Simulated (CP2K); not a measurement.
Consider 3-aminopyrrole at its PBE geometry (Å).

```xyz
12

N     2.0189   -0.0727    0.5105
C     0.6498   -0.0155    0.1713
C    -0.1291   -1.1024   -0.3293
C    -1.4386   -0.6607   -0.4425
N    -1.4757    0.6453   -0.0249
C    -0.2073    1.0624    0.3509
H     2.4725    0.8377    0.4852
H     2.5386   -0.7195   -0.0789
H     0.2309   -2.0965   -0.5737
H    -2.3317   -1.1692   -0.7856
H    -2.3016    1.2279   -0.0076
H    -0.0267    2.0632    0.7244
```

Method: CP2K XAS_TDP, all-electron GAPW, PBEh(45%), aug-cc-pVDZ, TDA, no relativity.

Q: Predict the bright core excitations at the C K edge.

Leading lines: C2 283.35 eV, C3 282.30 eV, C4 282.63 eV and C6 282.93 eV. The leading line of an atom is its first one with 35 % of the strongest within 2.5 eV of its lowest line over the strength cut. 

The first six lines of each atom with a strength over 0.0015:

| atom | energy (eV) | states | strength, one atom |
| --- | --- | --- | --- |
| C2 (bonded to 2 C and N) | 283.35 | 1 | 0.0573 |
|  | 284.81 | 1 | 0.0020 |
|  | 285.22 | 1 | 0.0044 |
|  | 286.08 | 1 | 0.0031 |
|  | 286.91 | 1 | 0.0020 |
|  | 287.46 | 1 | 0.0055 |
| C3 (bonded to 2 C and H) | 282.30 | 1 | 0.0426 |
|  | 283.65 | 1 | 0.0068 |
|  | 284.29 | 1 | 0.0041 |
|  | 284.52 | 1 | 0.0044 |
|  | 284.87 | 1 | 0.0018 |
|  | 285.32 | 1 | 0.0025 |
| C4 (bonded to C, N and H) | 282.63 | 1 | 0.0526 |
|  | 284.45 | 1 | 0.0098 |
|  | 285.34 | 1 | 0.0022 |
|  | 286.01 | 1 | 0.0026 |
|  | 286.21 | 1 | 0.0016 |
|  | 286.39 | 1 | 0.0031 |
| C6 (bonded to C, N and H) | 282.93 | 1 | 0.0435 |
|  | 284.13 | 1 | 0.0093 |
|  | 285.17 | 1 | 0.0042 |
|  | 285.77 | 1 | 0.0021 |
|  | 285.93 | 1 | 0.0064 |
|  | 286.11 | 1 | 0.0019 |

Lines are vertical, at one geometry, with no vibrational structure. Without a correction of the core level, line positions, and the gaps between valence and Rydberg lines, follow the share of exact exchange. At this level such K lines come out 3 to 6 eV under measured ones. These values hold no scalar relativity, about 0.1 eV for C 1s. Rydberg lines, and the discretised continuum above threshold, depend on the basis and the box.

[Banner, clock and machine lines of the logs are left out without a mark of their own.]

[Logs are printed without paths, hosts, clocks, repeated set-up lines and the standing remarks that a program may print on its own settings, such as how far it seeks lower states.]

[Hosts, paths, dates, database ids (printed as entryN), source tags and the programs' standing remarks are cut or masked in the printed files.]
